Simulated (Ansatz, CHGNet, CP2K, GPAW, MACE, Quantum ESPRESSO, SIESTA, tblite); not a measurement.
# Quantum ESPRESSO on twisted Ti2CO2 MXene bilayer, 21.79° (70 atoms): settings compared

How far do other settings of Quantum ESPRESSO move the forces in twisted Ti2CO2 MXene bilayer, 21.79° (70 atoms)? One run of the same program serves as the yardstick.

Program: Quantum ESPRESSO 7.5. Level of theory: the method is named at each step. Results are calculated unless marked as measured.

## 1. Starting point

The cell holds 70 atoms: 14 C, 28 Ti and 28 O. Its edges and angles: a = 8.017 Å, b = 8.017 Å, c = 23.860 Å, α = 90.0°, β = 90.0°, γ = 120.0°. It derives from Ti2CO2 (Ti2CO2 MXene). Ti2CO2 MXene (a = 3.03 Å) under Ti2CO2 MXene (a = 3.03 Å), bilayer, commensurate cell of 7 unit cells a layer, twist 21.79 deg; facing planes 2.98 Å apart; 12 Å of vacuum; layers as built, displaced by a Gaussian of 0.01 Å. Then every atom was moved at random, 0.03 Å r.m.s. a Cartesian component. Regions: layer 1, 35 atoms (7 C, 14 Ti and 14 O); layer 2, 35 atoms (7 C, 14 Ti and 14 O). Vacuum lies along c.

The yardstick, on the same geometry:

- method: Kohn-Sham DFT, PBE, SSSP efficiency 1.3.0 pseudopotentials, plane waves (Quantum ESPRESSO 7.5); sssp-pbe-1.3.0-efficiency, cutoffs 60/480 Ry, Γ point
- r.m.s. force component: 0.5 eV/Å
- longest force: 1.983 eV/Å
- gap (highest filled to lowest empty level): 0.4847 eV
- time: 9.5 min on 4 MPI ranks of Arm Neoverse V1, shared host
- CPU time: 38 min

## 2. PBE, sssp-1.3.0-efficiency, 30/240 Ry

Method: Kohn-Sham DFT, PBE, SSSP efficiency 1.3.0 pseudopotentials, plane waves.

Input file pw.in:

```
&control
  calculation = 'scf'
  pseudo_dir = './pseudo'
  outdir = './tmp'
  disk_io = 'none'
  tprnfor = .true.
/
&system
  ibrav = 0
  nat = 70
  ntyp = 3
  ecutwfc = 30
  ecutrho = 240
  nosym = .true.
  occupations = 'smearing'
  smearing = 'fd'
  degauss = 0.003675
/
&electrons
  conv_thr = 3.5e-07
  electron_maxstep = 100
  mixing_beta = 0.2
  mixing_mode = 'local-TF'
  diagonalization = 'david'
/
ATOMIC_SPECIES
C 12.011 C.upf
Ti 47.867 Ti.upf
O 15.999 O.upf
CELL_PARAMETERS angstrom
8.01660 0.00000 0.00000
-4.00830 6.94258 0.00000
0.00000 0.00000 23.86000
ATOMIC_POSITIONS crystal
C 0.99692 0.99853 0.34561
Ti 0.19151 0.24073 0.39957
Ti 0.24512 0.04854 0.28971
O 0.23859 0.04542 0.43648
O 0.19262 0.24653 0.25054
C 0.14170 0.43133 0.34537
Ti 0.33541 0.66602 0.40001
Ti 0.37964 0.47787 0.28924
O 0.38474 0.48183 0.43734
O 0.33331 0.67374 0.25100
C 0.28453 0.85909 0.34617
Ti 0.47973 0.09486 0.40007
Ti 0.52190 0.90232 0.29055
O 0.53107 0.90232 0.43589
O 0.47142 0.09282 0.25301
C 0.42427 0.28479 0.34228
Ti 0.60806 0.51709 0.40270
Ti 0.66852 0.33351 0.28932
O 0.67464 0.33957 0.43699
O 0.61727 0.52426 0.25231
C 0.56827 0.71026 0.34568
Ti 0.75812 0.94636 0.39962
Ti 0.80646 0.76705 0.28851
O 0.80257 0.75539 0.43640
O 0.76117 0.95049 0.24915
C 0.70928 0.13589 0.34305
Ti 0.90584 0.38245 0.39806
Ti 0.95627 0.19931 0.29055
O 0.95186 0.18502 0.43913
O 0.90224 0.38373 0.25139
C 0.85462 0.56075 0.34145
Ti 0.05007 0.81009 0.39749
Ti 0.09259 0.61694 0.28892
O 0.09886 0.62557 0.43728
O 0.04975 0.81477 0.25078
C 0.15046 0.71485 0.65665
Ti 0.38104 0.90403 0.70884
Ti 0.32911 0.66191 0.59893
O 0.33612 0.66998 0.74807
O 0.37446 0.89992 0.56075
C 0.99329 0.99489 0.65547
Ti 0.24087 0.19459 0.71186
Ti 0.19377 0.95676 0.59715
O 0.18564 0.95031 0.74872
O 0.24452 0.19030 0.56403
C 0.28336 0.42445 0.65446
Ti 0.52442 0.61842 0.71069
Ti 0.47805 0.37961 0.59955
O 0.47787 0.38352 0.74903
O 0.52209 0.61708 0.56177
C 0.56397 0.85882 0.65551
Ti 0.80229 0.04356 0.71123
Ti 0.76083 0.80186 0.60200
O 0.75684 0.81142 0.74802
O 0.80308 0.04497 0.56256
C 0.42240 0.13545 0.65404
[... 10 atom lines left out ...]
Ti 0.09251 0.47431 0.71174
Ti 0.05073 0.23487 0.60110
O 0.04605 0.23228 0.74825
O 0.09702 0.48121 0.56304
K_POINTS gamma
```

Started as:

```sh
OMP_NUM_THREADS=1 mpirun -np 2 pw.x -in pw.in > output.txt
```

The log of the run:

```text
Program PWSCF
     gamma-point specific algorithms are used
     Parallelization info
     sticks:   dense  smooth     PW     G-vecs:    dense   smooth      PW
     Min        1896     948    237               281376    99471   12443
     Max        1897     955    238               281383    99472   12446
     Sum        3793    1903    475               562759   198943   24889
     bravais-lattice index     =            0
     lattice parameter (alat)  =      15.1492  a.u.
     unit-cell volume          =    8961.4471 (a.u.)^3
     number of atoms/cell      =           70
     number of atomic types    =            3
     number of electrons       =       560.00
     number of Kohn-Sham states=          336
     kinetic-energy cutoff     =      30.0000  Ry
     charge density cutoff     =     240.0000  Ry
     scf convergence threshold =      3.5E-07
     mixing beta               =       0.2000
     number of iterations used =            8  local-TF  mixing
     Exchange-correlation= SLA  PW   PBX  PBC
                           (   1   4   3   4   0   0   0)
     crystal axes: (cart. coord. in units of alat)
               a(1) = (   1.000000   0.000000   0.000000 )
               a(2) = (  -0.500000   0.866025   0.000000 )
               a(3) = (   0.000000   0.000000   2.976324 )
     reciprocal axes: (cart. coord. in units 2 pi/alat)
               b(1) = (  1.000000  0.577350 -0.000000 )
               b(2) = (  0.000000  1.154700  0.000000 )
               b(3) = (  0.000000 -0.000000  0.335985 )
     PseudoPot. # 1 for C :
     Pseudo is Projector augmented-wave + core cor, Zval =  4.0
     PseudoPot. # 2 for Ti:
     Pseudo is Ultrasoft + core correction, Zval = 12.0
     PseudoPot. # 3 for O :
     Pseudo is Projector augmented-wave + core cor, Zval =  6.0
     atomic species   valence    mass     pseudopotential
     C                 4.00    12.01100     C ( 1.00)
     Ti               12.00    47.86700     Ti( 1.00)
     O                 6.00    15.99900     O ( 1.00)
     No symmetry found
   Cartesian axes
     number of k points=     1  Fermi-Dirac smearing, width (Ry)=  0.0037
                       cart. coord. in units 2pi/alat
        k(    1) = (   0.0000000   0.0000000   0.0000000), wk =   2.0000000
     Dense  grid:   281380 G-vectors     FFT dimensions: (  75,  75, 225)
     Smooth grid:    99472 G-vectors     FFT dimensions: (  54,  54, 160)
     Check: negative core charge=   -0.000015
     Initial potential from superposition of free atoms
     starting charge     531.9981, renormalised to     560.0000
     negative rho (up, down):  5.185E-02 0.000E+00
     Starting wfcs are  448 randomized atomic wfcs
     Self-consistent Calculation
     iteration #  1     ecut=    30.00 Ry     beta= 0.20
     negative rho (up, down):  4.733E-02 0.000E+00
     total energy              =   -4772.01717290 Ry
     estimated scf accuracy    <      29.35279191 Ry
     iteration #  2     ecut=    30.00 Ry     beta= 0.20
     negative rho (up, down):  4.593E-02 0.000E+00
     total energy              =   -4765.50450864 Ry
     estimated scf accuracy    <      18.82056566 Ry
     iteration #  3     ecut=    30.00 Ry     beta= 0.20
     negative rho (up, down):  4.080E-02 0.000E+00
     total energy              =   -4768.39302839 Ry
     estimated scf accuracy    <       2.14589336 Ry
     iteration #  4     ecut=    30.00 Ry     beta= 0.20
     negative rho (up, down):  3.630E-02 0.000E+00
     total energy              =   -4768.40115632 Ry
     estimated scf accuracy    <       1.70497429 Ry
     iteration #  5     ecut=    30.00 Ry     beta= 0.20
     negative rho (up, down):  3.276E-02 0.000E+00
     total energy              =   -4768.25040149 Ry
     estimated scf accuracy    <       0.71032687 Ry
     iteration #  6     ecut=    30.00 Ry     beta= 0.20
[...]
total energy              =   -4768.28346956 Ry
     estimated scf accuracy    <       0.39964072 Ry
[...]
c_bands:  1 eigenvalues not converged
[...]
total energy              =   -4768.35046901 Ry
[...]
iteration # 33     ecut=    30.00 Ry     beta= 0.20
[...]
total energy              =   -4768.35046922 Ry
     estimated scf accuracy    <       0.00000069 Ry
     iteration # 34     ecut=    30.00 Ry     beta= 0.20
     negative rho (up, down):  4.365E-02 0.000E+00
     total energy              =   -4768.35046912 Ry
     estimated scf accuracy    <       0.00000041 Ry
     iteration # 35     ecut=    30.00 Ry     beta= 0.20
     negative rho (up, down):  4.353E-02 0.000E+00
     End of self-consistent calculation
          k = 0.0000 0.0000 0.0000 ( 12445 PWs)   bands (ev):
   -53.7490 -53.7451 -53.7186 -53.7047 -53.6979 -53.6966 -53.6815 -53.6808
   -53.6700 -53.6546 -53.6504 -53.6262 -53.6190 -53.6009 -53.5992 -53.5963
   -53.5828 -53.5750 -53.5625 -53.5575 -53.5548 -53.5422 -53.5228 -53.4913
   -53.4827 -53.4668 -53.4559 -53.4452 -30.2490 -30.2286 -30.2109 -30.1967
   -30.1954 -30.1942 -30.1660 -30.1514 -30.1465 -30.1249 -30.1231 -30.1097
   -30.1024 -30.0994 -30.0877 -30.0842 -30.0631 -30.0589 -30.0481 -30.0440
[...]
5.8018   5.8041   5.8177   5.8224   5.8297   5.8405   5.8678   5.8771
     5.8921   5.8990   5.9188   5.9268   5.9567   5.9580   6.1993   6.2494
     6.2775   6.2880   6.2968   6.3213   6.3395   6.3451   6.3779   6.4077
     the Fermi energy is     4.4203 ev
!    total energy              =   -4768.35046923 Ry
     estimated scf accuracy    <       0.00000008 Ry
     smearing contrib. (-TS)   =      -0.00178800 Ry
     internal energy E=F+TS    =   -4768.34868123 Ry
     The total energy is F=E-TS. E is the sum of the following terms:
     one-electron contribution =  -27326.03542580 Ry
     hartree contribution      =   13772.97603848 Ry
     xc contribution           =    -777.60135242 Ry
     ewald contribution        =    9915.49333809 Ry
     one-center paw contrib.   =    -353.18127959 Ry
     convergence has been achieved in  35 iterations
     negative rho (up, down):  4.353E-02 0.000E+00
     Forces acting on atoms (cartesian axes, Ry/au):
     atom    1 type  1   force =    -0.00330066    0.00641511   -0.02080930
     atom    2 type  2   force =    -0.01600674   -0.04498967   -0.02514722
     atom    3 type  2   force =    -0.02814860    0.00896886    0.00993687
     atom    4 type  3   force =    -0.00211927    0.00802149    0.01759752
     atom    5 type  3   force =    -0.00822561   -0.01607855    0.00691131
     atom    6 type  1   force =     0.00411824   -0.01715159   -0.01203813
[...]
atom   68 type  2   force =    -0.03127053    0.00005901    0.02223763
     atom   69 type  3   force =    -0.01269641    0.01059172    0.01621913
     atom   70 type  3   force =    -0.00997097   -0.01850330   -0.01320030
     Total force =     0.289343     Total SCF correction =     0.000765
     Message from routine punch:
     Nothing written, as per user request (disk_io='none')
```

It took 7.1 min on 2 MPI ranks of Arm Neoverse V1, shared host; peak memory 1.5 GiB.

Banners, paths, timers and routine set-up lines are dropped from the logs unmarked, and long logs keep their key lines alone; longer cuts are marked.

Compared with the plane-wave run:

```
r.m.s. force component                           : 0.5134 eV/Å
r.m.s. difference of force components            : 23.12 meV/Å
longest difference of force vectors              : 78.04 meV/Å
force difference over r.m.s. force               : 4.623 %
slope of forces against the reference's          : 1.026
correlation of force components                  : 0.9993
gap (highest filled to lowest empty level) : 0.4672 eV
gap difference                                   : -0.0175 eV
energy less the same-level run's                 : 361.7 meV/atom
r.m.s. force difference from the same-level run  : 23.12 meV/Å
```

This is a coarse setting, run to see what it loses.

Length of the force difference by element (eV/Å):

| element | atoms | mean | most |
| --- | --- | --- | --- |
| C | 14 | 0.021 | 0.031 |
| O | 28 | 0.032 | 0.049 |
| Ti | 28 | 0.050 | 0.078 |

Levels nearest the highest filled one (eV from it): -2.07, -2.04, -2.04, -2.00, -1.99, -1.92, -1.32, -1.06, -0.10, -0.08, -0.05, 0.00, 0.47, 0.48, 0.52, 0.53, 0.60, 0.63, 0.63, 0.64, 0.68, 0.71, 0.74, 0.74.

A closer look about Ti17, which bears the longest force: 9 atoms, nearest first, numbered in the order of the input, with positions taken from that point.

| atom | x | y | z | distance (Å) | bonds | Fx | Fy | Fz (eV/Å) |
| --- | --- | --- | --- | --- | --- | --- | --- | --- |
| Ti17 | 0.00 | 0.00 | 0.00 | 0.00 | 6 | 1.19 | 0.67 | -1.50 |
| O9 | -1.65 | -0.24 | 0.83 | 1.86 | 3 | -0.36 | -0.66 | 1.09 |
| O19 | 1.25 | -1.23 | 0.82 | 1.93 | 3 | -0.43 | -0.64 | 0.36 |
| O24 | 0.60 | 1.65 | 0.80 | 1.94 | 3 | 0.20 | -0.05 | 0.35 |
| C21 | -1.09 | 1.34 | -1.36 | 2.20 | 6 | -0.16 | 0.02 | -0.59 |
| C16 | -0.54 | -1.61 | -1.44 | 2.23 | 6 | 0.02 | 0.05 | 1.21 |
| C31 | 1.80 | 0.30 | -1.46 | 2.34 | 6 | -0.08 | 0.57 | 0.90 |
| Ti2 | -2.23 | -1.92 | -0.07 | 2.94 | 6 | -0.41 | -1.16 | -0.65 |
| Ti7 | -2.78 | 1.03 | -0.06 | 2.97 | 6 | -0.59 | 0.50 | -0.91 |

Forces lie 4.6 % from the reference's, at 0.37 times its CPU time (on 2 against 4 cores).

Within one program, basis, potentials and functional, energies share a zero. Each run against its twin at the usual cutoff or grid and solver:

| run | twin | Δ energy (meV/atom) | Δ force, r.m.s. (meV/Å) | CPU time over the twin's |
| --- | --- | --- | --- | --- |
| QE PBE, sssp-1.3.0-efficiency, 30/240 Ry | sssp-1.3.0-efficiency, 60/480 Ry | 362 | 23.1 | 0.37 (this twin ran on 4 cores) |

## 3. Results

```
force difference from the reference : QE PBE, sssp-1.3.0-efficiency, 30/240 Ry (coarse), 4.6 %
its CPU time                        : 14 min
```

**Reading.** Runs with settings chosen to be coarse differ by 4.6 % (QE PBE, sssp-1.3.0-efficiency, 30/240 Ry). One electronic-structure run takes under half the reference's CPU time: QE PBE, sssp-1.3.0-efficiency, 30/240 Ry, at 4.6 % in 14 min against 38 min. At the same functional, the gap of QE PBE, sssp-1.3.0-efficiency, 30/240 Ry lies 0.02 eV below the reference's 0.485 eV. These are spacings on the run's k-points, which needn't hold the band edges. The reference's PBE has no dispersion term, which matters for the binding between molecules or layers. The runs have no spin polarisation, so any moments at edges, vacancies or dangling bonds can't form. The electronic-structure runs sample only Γ, in a cell whose shortest periodic width is 7 Å.

[Also dropped from logs without a mark: logging warnings of Python, and SIESTA's first energy breakdown and zero terms.]

[Logs are printed without paths, hosts, clocks, repeated set-up lines and the standing remarks that a program may print on its own settings, such as how far it seeks lower states.]

[Hosts, paths, dates, database ids (printed as entryN), source tags and the programs' standing remarks are cut or masked in the printed files.]
